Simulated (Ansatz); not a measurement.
# Work function of Pt(100): what the settings cost and change

How far do cutoff, k-mesh and smearing move the work function of Pt(100)?

Program: Ansatz 0.2.0. Level of theory: plane-wave DFT, PBE, Ansatz PAW. Values are calculated unless marked as measured.

### 1. The system as given

The cell holds 7 atoms: 7 Pt. Cell: a = 2.772 Å, b = 2.772 Å, c = 29.760 Å, α = 90.0°, β = 90.0°, γ = 90.0°. Vacuum lies along c.

As a file:

```cif
data_structure
_symmetry_space_group_name_H-M 'P 1'
_symmetry_Int_Tables_number 1
_cell_length_a 2.7719
_cell_length_b 2.7719
_cell_length_c 29.7600
_cell_angle_alpha 90.000
_cell_angle_beta 90.000
_cell_angle_gamma 90.000
_cell_volume 228.65
loop_
_atom_site_label
_atom_site_type_symbol
_atom_site_fract_x
_atom_site_fract_y
_atom_site_fract_z
_atom_site_occupancy
Pt1 Pt 0.00000 0.00000 0.30242 1
Pt2 Pt 0.50000 0.50000 0.36828 1
Pt3 Pt 0.00000 0.00000 0.43414 1
Pt4 Pt 0.50000 0.50000 0.50000 1
Pt5 Pt 0.00000 0.00000 0.56586 1
Pt6 Pt 0.50000 0.50000 0.63172 1
Pt7 Pt 0.00000 0.00000 0.69758 1
```

### 2. Run, setting cutoff 200 eV

A work function rests on the faint tail of the density, so the SCF threshold is tight. The cutoff is raised first; then mesh and smearing are varied at the default cutoff.

The input, input.yaml:

```yaml
crystal:
  lattice:
    - [2.7718585823, 0.0, 0.0]
    - [0.0, 2.7718585823, 0.0]
    - [0.0, 0.0, 29.76]
  atoms:
    - { symbol: Pt, position: [0.0, 0.0, 0.3024193548] }
    - { symbol: Pt, position: [0.5, 0.5, 0.3682795699] }
    - { symbol: Pt, position: [0.0, 0.0, 0.4341397849] }
    - { symbol: Pt, position: [0.5, 0.5, 0.5] }
    - { symbol: Pt, position: [0.0, 0.0, 0.5658602151] }
    - { symbol: Pt, position: [0.5, 0.5, 0.6317204301] }
    - { symbol: Pt, position: [0.0, 0.0, 0.6975806452] }
kpoints:
  mp_grid: { grid: [15, 15, 1] }
hamiltonian:
  xc: pbe
scf:
  occupations: { method: fermi_dirac, width: 0.1 }
  convergence: { dr2_threshold: 1.0e-09 }
efield:
  axis: 3
  dipole_correction: true
  ramp_position: 0.97
  ramp_width: 0.06
basis:
  ecutwfc: "200 eV"
output:
  write_potential: true
  write_density: true
  volumetric_format: npy
  elf: true
```

Command:

```bash
$ ansatz run input.yaml --threads 2 --pin off --max-ram 3072MiB --backend cpu --events-out ev --progress --plain --runs-dir out
```

The log of the run:

```text
Warning: basis.ecutwfc = 200 eV is below the records' recommended 420 eV, and the density's cutoff is lower with it unless basis.ecutrho_ratio is high enough to keep the records' density cutoff: compare with a run at a higher cutoff
Engine: ansatz 0.2.0, aarch64-unknown-linux-gnu
Pseudopotentials: kind: paw
Pseudopotential: Pt, paw, valence charge 18, recommended cutoff 420 eV (normal), Pt.paw.azcp
Functional definition: PBE
  parameter kappa = 0.804
  parameter beta = 0.066725
  exchange = pbe_x(kappa = kappa, mu = beta*pi^2/3)
  correlation = pbe_c(beta = beta)
Crystal: 7 atoms, lattice volume = 228.652 Å³
Basis set: ecut = 200 eV, 1465 PW (Γ)
Bands: 76, of which v1, the nominal top of the filled ones, is band 63 counted from 1 (62 counted from 0)
Symmetry: 8 space group operations
k-points: 36 of 225
Non-local potential: Pt, projectors of the file, l = 0: 3, l = 1: 2, l = 2: 2, l = 3: 1
PAW form: soft (Blöchl's): semilocal exchange-correlation on the pseudo side does not see the compensation charge
PAW one-centre angular grid: Pt, 590 points (default); XC on 64 Gauss nodes
Initial density: superposition of atomic densities (neutral atoms: chi_scale 0, normalization atom), corrected by the library's trained network
Initial wavefunctions: pseudopotential atomic-orbital guess
Functional: x = pbe(κ = 0.804, μ = 0.219515), c = pbe(β = 0.066725)
SCF iter   1: F=—  HF=-87590.071511 eV  |F-HF|=—  |Δ(HF+E_count)|=         —  Δρ=1.11e-1  dr2=3.45e1  ethr=1.77e-3  p=-0.000 e·Å  D=-4.33e-14 V/Å  ΔV_dip=0.00 eV  dr2_dipole=9.18e-7  V_vac-E_F(+/−)=4.19/4.19 eV  ⟨swp⟩=7.6  Hψ=11252  notcnv=0  defer=46
efield: sawtooth ramp at fractional position 0.9700 (set: `efield.ramp_position`, or a place that a band, a saddle search or an elastic batch's reference lends), width 0.0600; the density the first Hamiltonian is built on has a dipole p = -0.000 e·Å; the dipole correction subtracts the counter field D = -4.33e-14 V/Å, which shifts the + side's vacuum level by +0.00 eV against the − side's; the planar-averaged density in the ramp window peaks in size at 1.0e-5 e/Å³
preconditioner: auto → LDOS  [metal: Δε(μ)=0.008 eV  Ē_g=7.432 eV  σ=0.100 eV  W_gap=0.02  n_scr=58 (ndim 8)  ℏωp=20.5 eV  f_vac=0.495  D(μ)=11.94/eV (n_scr^D=104)  β→1.0]
SCF iter   2: F=—  HF=-87587.940994 eV  |F-HF|=—  |Δ(HF+E_count)|=    2.13e0  Δρ=7.37e-2  dr2=1.21e1  ethr=1.77e-3  p=0.000 e·Å  D=3.43e-5 V/Å  ΔV_dip=-0.00 eV  dr2_dipole=1.34e-6  V_vac-E_F(+/−)=6.76/6.77 eV  ⟨swp⟩=3.0  Hψ=7351  notcnv=0  defer=97
SCF iter   3: F=—  HF=-87583.804926 eV  |F-HF|=—  |Δ(HF+E_count)|=    4.14e0  Δρ=9.64e-3  dr2=2.58e-1  ethr=1.77e-3  p=0.000 e·Å  D=4.99e-6 V/Å  ΔV_dip=-0.00 eV  dr2_dipole=1.68e-7  V_vac-E_F(+/−)=6.27/6.28 eV  ⟨swp⟩=3.0  Hψ=6559  notcnv=0  defer=115
SCF iter   4: F=—  HF=-87583.753615 eV  |F-HF|=—  |Δ(HF+E_count)|=   5.13e-2  Δρ=2.57e-3  dr2=8.48e-2  ethr=2.04e-4  p=0.000 e·Å  D=6.94e-6 V/Å  ΔV_dip=-0.00 eV  dr2_dipole=4.21e-9  V_vac-E_F(+/−)=6.20/6.21 eV  ⟨swp⟩=3.2  Hψ=6112  notcnv=0  defer=115
SCF iter   5: F=—  HF=-87583.744960 eV  |F-HF|=—  |Δ(HF+E_count)|=   8.66e-3  Δρ=8.90e-4  dr2=8.14e-3  ethr=6.73e-5  p=0.000 e·Å  D=3.40e-6 V/Å  ΔV_dip=-0.00 eV  dr2_dipole=5.35e-9  V_vac-E_F(+/−)=6.30/6.31 eV  ⟨swp⟩=2.0  Hψ=3765  notcnv=0  defer=115
SCF iter   6: F=—  HF=-87583.745415 eV  |F-HF|=—  |Δ(HF+E_count)|=   4.54e-4  Δρ=5.33e-4  dr2=1.65e-3  ethr=6.46e-6  p=0.000 e·Å  D=1.11e-6 V/Å  ΔV_dip=-0.00 eV  dr2_dipole=1.00e-10  V_vac-E_F(+/−)=6.30/6.30 eV  ⟨swp⟩=2.1  Hψ=3558  notcnv=0  defer=115
SCF iter   7: F=—  HF=-87583.745273 eV  |F-HF|=—  |Δ(HF+E_count)|=   1.41e-4  Δρ=1.85e-4  dr2=2.32e-4  ethr=1.31e-6  p=-0.000 e·Å  D=-3.46e-7 V/Å  ΔV_dip=0.00 eV  dr2_dipole=2.71e-10  V_vac-E_F(+/−)=6.29/6.30 eV  ⟨swp⟩=2.1  Hψ=3746  notcnv=0  defer=115
SCF iter   8: F=—  HF=-87583.745376 eV  |F-HF|=—  |Δ(HF+E_count)|=   1.03e-4  Δρ=7.20e-5  dr2=2.46e-5  ethr=1.84e-7  p=-0.000 e·Å  D=-3.20e-7 V/Å  ΔV_dip=0.00 eV  dr2_dipole=5.39e-11  V_vac-E_F(+/−)=6.29/6.30 eV  ⟨swp⟩=2.1  Hψ=3980  notcnv=0  defer=115
SCF iter   9: F=—  HF=-87583.745369 eV  |F-HF|=—  |Δ(HF+E_count)|=   7.15e-6  Δρ=2.61e-5  dr2=1.16e-5  ethr=1.95e-8  p=-0.000 e·Å  D=-4.14e-8 V/Å  ΔV_dip=0.00 eV  dr2_dipole=3.24e-12  V_vac-E_F(+/−)=6.29/6.30 eV  ⟨swp⟩=2.0  Hψ=3894  notcnv=0  defer=115
SCF iter  10: F=—  HF=-87583.745373 eV  |F-HF|=—  |Δ(HF+E_count)|=   4.47e-6  Δρ=1.48e-5  dr2=1.13e-6  ethr=9.20e-9  p=0.000 e·Å  D=2.66e-8 V/Å  ΔV_dip=-0.00 eV  dr2_dipole=1.01e-12  V_vac-E_F(+/−)=6.29/6.30 eV  ⟨swp⟩=2.1  Hψ=3320  notcnv=0  defer=115
SCF iter  11: F=—  HF=-87583.745364 eV  |F-HF|=—  |Δ(HF+E_count)|=   9.13e-6  Δρ=4.21e-6  dr2=1.21e-7  ethr=8.97e-10  p=0.000 e·Å  D=9.65e-9 V/Å  ΔV_dip=-0.00 eV  dr2_dipole=2.51e-12  V_vac-E_F(+/−)=6.29/6.30 eV  ⟨swp⟩=2.1  Hψ=3867  notcnv=0  defer=115
SCF iter  12: F=—  HF=-87583.745364 eV  |F-HF|=—  |Δ(HF+E_count)|=   4.21e-8  Δρ=1.19e-6  dr2=6.48e-9  ethr=9.61e-11  p=0.000 e·Å  D=7.95e-9 V/Å  ΔV_dip=-0.00 eV  dr2_dipole=5.10e-13  V_vac-E_F(+/−)=6.29/6.30 eV  ⟨swp⟩=2.0  Hψ=3877  notcnv=0  defer=115
SCF iter  13: F=—  HF=-87583.745364 eV  |F-HF|=—  |Δ(HF+E_count)|=   1.57e-9  Δρ=5.96e-7  dr2=2.21e-9  ethr=1.00e-12  p=-0.000 e·Å  D=-2.97e-9 V/Å  ΔV_dip=0.00 eV  dr2_dipole=1.12e-14  V_vac-E_F(+/−)=6.29/6.30 eV  ⟨swp⟩=11.8  Hψ=8807  notcnv=0
SCF iter  14: F=-87583.745364 eV  HF=-87583.745364 eV  |F-HF|=2.33e-10  |Δ(HF+E_count)|=  2.18e-10  Δρ=3.52e-7  dr2=6.02e-10  ethr=1.00e-12  p=0.000 e·Å  D=2.92e-9 V/Å  ΔV_dip=-0.00 eV  dr2_dipole=6.07e-15  V_vac-E_F(+/−)=6.29/6.30 eV  ⟨swp⟩=2.1  Hψ=4854  notcnv=0
WARN: efield: at this solve's end the planar-averaged density reaches 1.09e-4 e/Å³ inside the ramp window [0.9364, 0.0636] (bound 1e-5 e/Å³); the window's nearer edge stands 7.11 Å from this solve's nearest atom along the axis. Its work functions, free energy, forces, stress, dipole, levels and responses can be off, and this figure does not tell by how much. The cell may have no vacuum along `efield.axis`. A short vacuum, a low `basis.ecutwfc` or `basis.ecutrho_ratio` and negative occupations (`scf.occupations.method`) can put density there. See the manual's quickstart, § The vacuum guard
SCF 1 converged in 14 iterations: F = -87583.745364 eV  dr2 = 6.02e-10
  greatest PAW one-centre occupation: 1.026 electrons in one spin orbital (limit 2), on the Pt atom at site 6 (counted from 0), in its partial waves of l = 1
WARN: The output density's exchange-correlation potential varies sharply where the density is thin. Do not read a vacuum level from v_tot or v_xc, or from such a field of the output density. On a cell that repeats whose density bears no net charge and no dipole along the vacuum's axis use v_es (v_loc + v_h of the components); under efield.dipole_correction with no amplitude use v_es + v_field, which holds any externa [...]
SCF converged after 14 iterations
Free energy (F): -87583.745364 eV
Harris-Foulkes:  -87583.745364 eV  (|F-HF|=2.33e-10)
Internal energy: -87583.316558 eV  (E = F + TS)
E sigma→0 (E₀):  -87583.530961 eV
Entropy (-TS):   -0.428806 eV (-61.258 meV/atom)
Fermi energy:    7.466937 eV
Dipole field:    D = 0.000000 V/Å  (p = 0.000000 e·Å, saw-weighted, corrected)
Work function:   Φ+ = 6.2927 eV (in doubt: plateau slope 3.5e-2 eV/Å)   Φ− = 6.2981 eV (in doubt: plateau slope 3.1e-2 eV/Å)
Levels:          The Fermi level and band energies are counted from a zero that moves with the ramp; work functions are not
Vacuum region:   at the solve's end the planar-averaged density reaches 1.09e-4 e/Å³ inside the ramp window [0.9364, 0.0636] (bound 1e-5 e/Å³)
--- Per-component energies (eV) ---
  E_band       = -2960.224971
  E_kinetic    = 4631.690661
  E_local      = -282187.709919  (includes V_loc(G=0)·N_el)
  E_nonlocal   = 1146.425346
  E_hartree    = 138753.521458
  E_xc         = -1868.313371
  E_vxc        = -2167.622952  (∫ρ·V_xc dr)
  E_paw        = -66066.408483  (= ΣΔE_a)
  E_vpaw       = -1890.046426  (= ΣTr[D̂ρ^β])
  E_aug_tail   = -0.005916  (compensation charges beyond the density's cutoff)
  E_efield     = 0.000000  (sawtooth field / dipole correction)
  E_vefield    = 0.000000  (∫n·V_field dr)
  E_ewald      = 118007.483664
  E_smearing   = -0.428806  (= −TS)
  E_closure    = -0.000000  (closes the sum)
  Σ components = -87583.745364   (vs F -87583.745364, Δ=0.00e0)
--- Band table (eV; the first three rows and the last of 36) ---
  k-point 0: bands = [... 59 lower, 6.8850, 6.8850, 7.0978, 7.4291, 7.4976, 7.4976, 7.7260, 7.7660, ... 9 higher]
  k-point 1: bands = [... 59 lower, 6.6379, 7.0291, 7.1175, 7.1646, 7.1952, 7.4914, 7.4939, 7.6618, ... 9 higher]
  k-point 2: bands = [... 59 lower, 6.4790, 6.5612, 6.9273, 7.0758, 7.1776, 7.3030, 7.4924, 7.7236, ... 9 higher]
  k-point 35: bands = [... 59 lower, 7.6832, 7.7406, 8.1355, 8.1798, 10.1475, 10.7999, 11.6327, 12.2711, ... 9 higher]
```

Wall time 50 s (2 threads of Arm Neoverse N1, shared host); peak memory 0.45 GiB; 89 s of CPU time.

Read from the output:

- energy at zero smearing: -87583.5310 eV
- work function, upper face: 6.293 eV

Running mean over 1.96 Å of the planar mean; the ramp of the sawtooth is left out. Electron's electrostatic potential energy less the Fermi level against z:

z (Å), electron's electrostatic potential energy less the Fermi level (eV) and a bar from the least value:
```
        4        6.2 ##############################
        5        6.1 ##############################
        6        5.9 ##############################
        7        5.1 ############################
        8       -3.0 ###############
        9      -11.3 ##
       10      -12.0 
       11      -12.2 
       12      -12.3 
       13      -12.3 
       14      -12.3 
       15      -12.2 
       16      -12.3 
       17      -12.3 
       18      -12.2 
       19      -12.1 
       20      -11.9 #
       21      -10.5 ###
       22        0.0 ####################
       23        5.5 #############################
       24        6.0 ##############################
       25        6.1 ##############################
       26        6.2 ##############################
```

Valence density in the ca plane at fractional y = 0.000, with atoms of Pt within 0.2 Å of it. It is the smooth field of the valence electrons, not physical close to the nuclei.

Ten even steps from '0' (0 e/Å³) to '9' (10 e/Å³), each cell a mean:
```
20000013885100000148841000001588300000000000
00000001442000000024420000000243100000000000
00000000110000000001100000000011000000000000
00000000000000000000000000000000000000000000
00000000000000000000000000000000000000000000
00000001221000000012210000000122000000000000
10000002664100000136631000001466200000000000
20000014996200000159951000002699410000000000
```
Columns run along c (16.0 Å, from fractional 0.33 to 0.87 of the cell), rows up along a (2.8 Å). Atoms in or near the plane, at fractional coordinates: Pt at (0.43, 0.00), Pt at (0.57, 0.00), Pt at (0.70, 0.00).

ELF in the ca plane at fractional y = 0.000, with atoms of Pt within 0.2 Å of it. It is the smooth field of the valence electrons, not physical close to the nuclei.

Ten even steps from '0' (0.00) to '9' (0.71), each cell a mean:
```
63211248998622122589985221226899853100000000
43333335786333333367763333334677632100000000
23434432443244444234433443442344332000000000
33344333333344444333333444333334431000000000
24444432333344444323323444443234331000000000
33433434664234344246642443433466432000000000
53322237897523222479874222225898743100000000
73101258999621012589985210126899853100000000
```
Columns run along c (16.0 Å, from fractional 0.33 to 0.87 of the cell), rows up along a (2.8 Å). Atoms in or near the plane, at fractional coordinates: Pt at (0.43, 0.00), Pt at (0.57, 0.00), Pt at (0.70, 0.00).

Electrostatic potential energy in the ca plane at fractional y = 0.000, with atoms of Pt within 0.2 Å of it. With pseudopotentials it is smooth inside the atoms' cores, unlike the true potential.

Values in eV, 5 rows by 16 columns, each cell a mean:
```
 -1  10 -19 -61   0  10 -23 -58   2  10 -27 -55   6  13  13  14
  7   8   3  -9   7   8   2  -9   8   8   1  -7  10  13  13  14
  9   7   8   6   8   7   8   6   8   7   8   6  12  13  13  14
  5   9  -3 -26   6   9  -5 -25   6   9  -7 -23   9  13  13  14
 -4  10 -25 -68  -2  10 -29 -66   1  10 -33 -63   4  13  13  14
```
Columns run along c (16.0 Å, from fractional 0.33 to 0.87 of the cell; values clipped at the 3rd and 97th percentile), rows up along a (2.8 Å). Atoms in or near the plane, at fractional coordinates: Pt at (0.43, 0.00), Pt at (0.57, 0.00), Pt at (0.70, 0.00).

The work function is 6.293 eV. The program marks this work function as in doubt.

### 3. Run

Edit input.yaml of step 2 so:

```diff
@@ -26,3 +26,3 @@
 basis:
-  ecutwfc: "200 eV"
+  ecutwfc: "300 eV"
 output:
@@ -31,2 +31 @@
   volumetric_format: npy
-  elf: true
```

The log of the run:

```text
[...]
Crystal: 7 atoms, lattice volume = 228.652 Å³
Basis set: ecut = 300 eV, 2681 PW (Γ)
Bands: 76, of which v1, the nominal top of the filled ones, is band 63 counted from 1 (62 counted from 0)
Symmetry: 8 space group operations
k-points: 36 of 225
[...]
k-point 0: bands = [... 59 lower, 6.9123, 7.0731, 7.0997, 7.4642, 7.6731, 7.6731, 7.7912, 7.8199, ... 9 higher]
  k-point 1: bands = [... 59 lower, 6.7892, 7.2373, 7.2979, 7.3252, 7.3654, 7.6934, 7.7342, 7.8252, ... 9 higher]
  k-point 2: bands = [... 59 lower, 6.6891, 6.8129, 7.0572, 7.3056, 7.3603, 7.5333, 7.6564, 7.9478, ... 9 higher]
  k-point 35: bands = [... 59 lower, 8.1369, 8.1429, 8.6682, 8.7030, 10.0275, 10.7030, 11.6602, 12.2668, ... 9 higher]
[key lines of the parts left out:]
SCF converged after 12 iterations
Free energy (F): -87658.536075 eV
Fermi energy:    7.721637 eV
Dipole field:    D = 0.000000 V/Å  (p = 0.000001 e·Å, saw-weighted, corrected)
Work function:   Φ+ = 5.6726 eV   Φ− = 5.6727 eV
```

Elapsed: 67 s, on 2 threads; peak memory 0.62 GiB; 2 min of CPU time.

The work function is 5.673 eV, -0.620 eV from the run “cutoff 200 eV”, at 1.3 times its CPU time.

### 4. Slab

Edit input.yaml of step 3 so:

```diff
@@ -26,3 +26,3 @@
 basis:
-  ecutwfc: "300 eV"
+  ecutwfc: "420 eV"
 output:
```

The log of the run:

```text
[...]
Crystal: 7 atoms, lattice volume = 228.652 Å³
Basis set: ecut = 420 eV, 4543 PW (Γ)
Bands: 76, of which v1, the nominal top of the filled ones, is band 63 counted from 1 (62 counted from 0)
Symmetry: 8 space group operations
k-points: 36 of 225
[...]
k-point 0: bands = [... 59 lower, 6.9146, 7.0661, 7.1058, 7.4707, 7.6782, 7.6782, 7.8005, 7.8349, ... 9 higher]
  k-point 1: bands = [... 59 lower, 6.7954, 7.2419, 7.3033, 7.3275, 7.3663, 7.7024, 7.7426, 7.8357, ... 9 higher]
  k-point 2: bands = [... 59 lower, 6.6944, 6.8152, 7.0615, 7.3123, 7.3617, 7.5401, 7.6652, 7.9590, ... 9 higher]
  k-point 35: bands = [... 59 lower, 8.1402, 8.1516, 8.6786, 8.7130, 10.0124, 10.6888, 11.6448, 12.2508, ... 9 higher]
[key lines of the parts left out:]
SCF converged after 12 iterations
Free energy (F): -87659.477503 eV
Fermi energy:    7.726634 eV
Dipole field:    D = -0.000000 V/Å  (p = -0.000000 e·Å, saw-weighted, corrected)
Work function:   Φ+ = 5.6655 eV   Φ− = 5.6655 eV
```

Wall time 99 s (2 threads); peak memory 0.87 GiB; 2.9 min of CPU time.

The work function is 5.665 eV, -0.627 eV from the run “cutoff 200 eV”, at 2.0 times its CPU time.

### 5. Slab

Edit input.yaml of step 4 so:

```diff
@@ -26,3 +26,3 @@
 basis:
-  ecutwfc: "420 eV"
+  ecutwfc: "600 eV"
 output:
```

The log of the run:

```text
[...]
Crystal: 7 atoms, lattice volume = 228.652 Å³
Basis set: ecut = 600 eV, 7719 PW (Γ)
Bands: 76, of which v1, the nominal top of the filled ones, is band 63 counted from 1 (62 counted from 0)
Symmetry: 8 space group operations
k-points: 36 of 225
[...]
k-point 0: bands = [... 59 lower, 6.9145, 7.0656, 7.1056, 7.4705, 7.6781, 7.6781, 7.8004, 7.8347, ... 9 higher]
  k-point 1: bands = [... 59 lower, 6.7951, 7.2417, 7.3032, 7.3274, 7.3661, 7.7022, 7.7424, 7.8355, ... 9 higher]
  k-point 2: bands = [... 59 lower, 6.6942, 6.8150, 7.0613, 7.3122, 7.3615, 7.5399, 7.6650, 7.9588, ... 9 higher]
  k-point 35: bands = [... 59 lower, 8.1402, 8.1515, 8.6789, 8.7133, 10.0116, 10.6880, 11.6440, 12.2500, ... 9 higher]
[key lines of the parts left out:]
SCF converged after 12 iterations
Free energy (F): -87659.490935 eV
Fermi energy:    7.726495 eV
Dipole field:    D = -0.000000 V/Å  (p = -0.000000 e·Å, saw-weighted, corrected)
Work function:   Φ+ = 5.6654 eV   Φ− = 5.6655 eV
```

Wall time 2.9 min (2 threads); peak memory 1.3 GiB.

The work function is 5.665 eV, -0.000 eV from the run “cutoff 420 eV”, at 1.7 times its CPU time.

### 6. Run

Edit input.yaml of step 5 so:

```diff
@@ -14,3 +14,3 @@
 kpoints:
-  mp_grid: { grid: [15, 15, 1] }
+  mp_grid: { grid: [3, 3, 1] }
 hamiltonian:
@@ -25,4 +25,2 @@
   ramp_width: 0.06
-basis:
-  ecutwfc: "600 eV"
 output:
```

The log of the run:

```text
[...]
Crystal: 7 atoms, lattice volume = 228.652 Å³
Basis set: ecut = 420 eV, 4543 PW (Γ)
Bands: 76, of which v1, the nominal top of the filled ones, is band 63 counted from 1 (62 counted from 0)
Symmetry: 8 space group operations
k-points: 3 of 9
[...]
Work function:   Φ+ = 5.6831 eV   Φ− = 5.6831 eV
[...]
--- Band table (eV) ---
  k-point 0: bands = [... 59 lower, 6.9305, 7.0941, 7.2167, 7.5939, 7.6614, 7.6614, 7.8537, 7.9095, ... 9 higher]
  k-point 1: bands = [... 59 lower, 7.1174, 7.1828, 7.3478, 7.4631, 7.5415, 7.6452, 7.7997, 7.8872, ... 9 higher]
  k-point 2: bands = [... 59 lower, 7.0167, 7.2721, 7.3589, 7.6664, 8.0821, 8.3606, 9.5737, 10.6785, ... 9 higher]
[key lines of the parts left out:]
SCF converged after 13 iterations
Free energy (F): -87658.252045 eV
Fermi energy:    7.585835 eV
Dipole field:    D = -0.000000 V/Å  (p = -0.000001 e·Å, saw-weighted, corrected)
```

Run time: 11 s. Hardware: 2 threads; peak memory 0.45 GiB; 16 s of CPU time.

The work function is 5.683 eV, +0.018 eV from the run “cutoff 420 eV”, at 0.089 times its CPU time.

### 7. Run

Edit input.yaml of step 6 so:

```diff
@@ -14,3 +14,3 @@
 kpoints:
-  mp_grid: { grid: [3, 3, 1] }
+  mp_grid: { grid: [5, 5, 1] }
 hamiltonian:
```

The log of the run:

```text
[...]
Crystal: 7 atoms, lattice volume = 228.652 Å³
Basis set: ecut = 420 eV, 4543 PW (Γ)
Bands: 76, of which v1, the nominal top of the filled ones, is band 63 counted from 1 (62 counted from 0)
Symmetry: 8 space group operations
k-points: 6 of 25
[...]
k-point 0: bands = [... 59 lower, 6.9341, 7.0910, 7.1492, 7.5154, 7.6934, 7.6934, 7.7837, 7.8407, ... 9 higher]
  k-point 1: bands = [... 59 lower, 6.4579, 6.8235, 6.9610, 7.1203, 7.4621, 7.8075, 7.9430, 7.9636, ... 9 higher]
  k-point 2: bands = [... 59 lower, 7.3961, 7.4518, 7.5571, 7.6916, 7.7531, 7.8182, 8.0093, 8.1269, ... 9 higher]
  k-point 5: bands = [... 59 lower, 7.6543, 7.7952, 8.0314, 8.1986, 8.4005, 9.8855, 11.2486, 12.3260, ... 9 higher]
[key lines of the parts left out:]
SCF converged after 11 iterations
Free energy (F): -87658.875713 eV
Fermi energy:    7.770870 eV
Dipole field:    D = -0.000000 V/Å  (p = -0.000000 e·Å, saw-weighted, corrected)
Work function:   Φ+ = 5.6031 eV   Φ− = 5.6031 eV
```

Wall time 20 s (2 threads); peak memory 0.48 GiB.

The work function is 5.603 eV, -0.062 eV from the run “cutoff 420 eV”, at 0.16 times its CPU time.

(Continued in part 2 of 2.)

[Long decimals in the printed logs are rounded to 6 places.]

[Logs are printed without paths, hosts, clocks, repeated set-up lines and the standing remarks that a program may print on its own settings, such as how far it seeks lower states.]

[Hosts, paths, dates, database ids (printed as entryN), source tags and the programs' standing remarks are cut or masked in the printed files.]

[Maps of the electrostatic potential energy from Ansatz leave out the sawtooth potential of an applied field or a dipole correction, so their vacuum need not be flat; planar profiles and work functions include it.]
